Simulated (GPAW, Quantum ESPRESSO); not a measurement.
The Zn K edge of atom 1 in Zn (Zinc, P6_3/mmc), with 6 Zn at 2.67 Å and 6 Zn at 2.92 Å (anticuboctahedral, as in hcp, site symmetry -6m2), was computed in 2 ways: excited-electron core hole (neutral cell) and no core hole. Program and functional: Quantum ESPRESSO XSpectra, LDA, Lorentzian half width 0.83 eV up to 4 eV, rising linearly to 1.75 eV at 25 eV (not a setting of the program: the run's 0.4 eV curve was folded afterwards with a further Lorentzian); cells of 2 and 14 atoms (the run without a hole in the smaller).

Each run is counted from its own lowest empty level or Fermi level and scaled to a mean of 1 over its first 20 eV.

```csv
E (eV),run 1,run 2
-2.0,0.12,0.09
-1.0,0.19,0.14
0.0,0.37,0.24
1.0,0.59,0.42
2.0,0.75,0.54
3.0,0.90,0.67
4.0,0.93,0.73
5.0,0.98,0.83
6.0,1.12,0.86
7.0,1.19,0.99
8.0,1.26,1.11
9.0,1.36,1.23
10.0,1.32,1.35
11.0,1.18,1.39
12.0,1.05,1.30
13.0,0.98,1.19
14.0,0.97,1.14
15.0,0.96,1.10
16.0,0.96,1.10
17.0,0.98,1.13
18.0,0.98,1.16
19.0,0.92,1.13
20.0,0.85,1.06
21.0,0.83,1.00
22.0,0.83,0.98
23.0,0.84,0.97
24.0,0.84,0.94
25.0,0.85,0.94
26.0,0.87,0.97
27.0,0.89,1.00
28.0,0.92,1.02
29.0,0.95,1.04
30.0,0.98,1.06
31.0,1.02,1.09
32.0,1.05,1.15
```

The database entry behind the starting cell differs from later determinations by our own check (about 0.3 % long), so it need not match the best structure at ambient conditions.

**Question.** Which run is which?

Run 1: excited-electron core hole (neutral cell) (area from −2 to 6 eV 5.3, main maxima 9.2 eV (1.37) and 17.4 eV (0.98)). Run 2: no core hole (area from −2 to 6 eV 4.0, main maxima 10.8 eV (1.40) and 17.9 eV (1.16)). With each curve scaled to its own mean, the area from −2 to 6 eV with the hole is 5.3 against 4.0, and the centre of weight from −1 to 20 eV moves by -1.0 eV: the hole pulls the absorber's empty states down.

[Banner, clock and machine lines of the logs are left out without a mark of their own.]

[Logs are printed without paths, hosts, clocks, repeated set-up lines and the standing remarks that a program may print on its own settings, such as how far it seeks lower states.]

[Hosts, paths, dates, database ids (printed as entryN), source tags and the programs' standing remarks are cut or masked in the printed files.]

[Lists of maxima count a maximum above −3 eV only where it reaches 4 % of the highest in the window and stands out from its surroundings by 2 % of it (1.5 % where it reaches 55 %); shoulders and weaker maxima are passed over, and of the rest the first, up to two pre-edge ones and the few strongest are named.]
